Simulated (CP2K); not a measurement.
Two runs for the C K edge of methylthioethylene. Run A: CP2K XAS_TDP, all-electron GAPW, PBEh(45%), aug-cc-pVDZ, TDA, no relativity. Run B differs in one setting.

First lines with a strength over 0.0015. A:

```csv
atom,energy (eV),states,"strength, one atom"
C1 (bonded to C and 2 H),281.04,1,0.0473
,283.94,1,0.0052
,284.36,1,0.0146
,284.89,1,0.0022
,285.06,1,0.0024
"C2 (bonded to C, S and H)",281.82,1,0.0542
,284.69,1,0.0368
,284.85,1,0.0082
,285.63,1,0.0058
,286.31,1,0.0015
C4 (bonded to S and 3 H),283.83,1,0.0394
,284.57,1,0.0079
,285.03,1,0.0142
,285.26,1,0.0230
,285.72,1,0.0085
```

B:

```csv
atom,energy (eV),states,"strength, one atom"
C1 (bonded to C and 2 H),286.94,1,0.0463
,289.85,1,0.0051
,290.27,1,0.0143
,290.80,1,0.0021
,290.96,1,0.0024
"C2 (bonded to C, S and H)",287.36,1,0.0531
,290.23,1,0.0361
,290.40,1,0.0080
,291.18,1,0.0057
,291.85,1,0.0015
C4 (bonded to S and 3 H),289.83,1,0.0386
,290.56,1,0.0078
,291.03,1,0.0139
,291.25,1,0.0225
,291.72,1,0.0084
```

**Question.** Which was it: scalar relativity switched on, GW2X switched on, the functional, the basis?

GW2X switched on. GW2X shifts an atom's lines together and keeps their spacings. Against PBEh(45%) in aug-cc-pVDZ, the leading lines move by +5.90 eV (C1, to 286.94), +5.54 eV (C2, to 287.36) and +6.00 eV (C4, to 289.83).

[Banner, clock and machine lines of the logs are left out without a mark of their own.]

[Logs are printed without paths, hosts, clocks, repeated set-up lines and the standing remarks that a program may print on its own settings, such as how far it seeks lower states.]

[Hosts, paths, dates, database ids (printed as entryN), source tags and the programs' standing remarks are cut or masked in the printed files.]
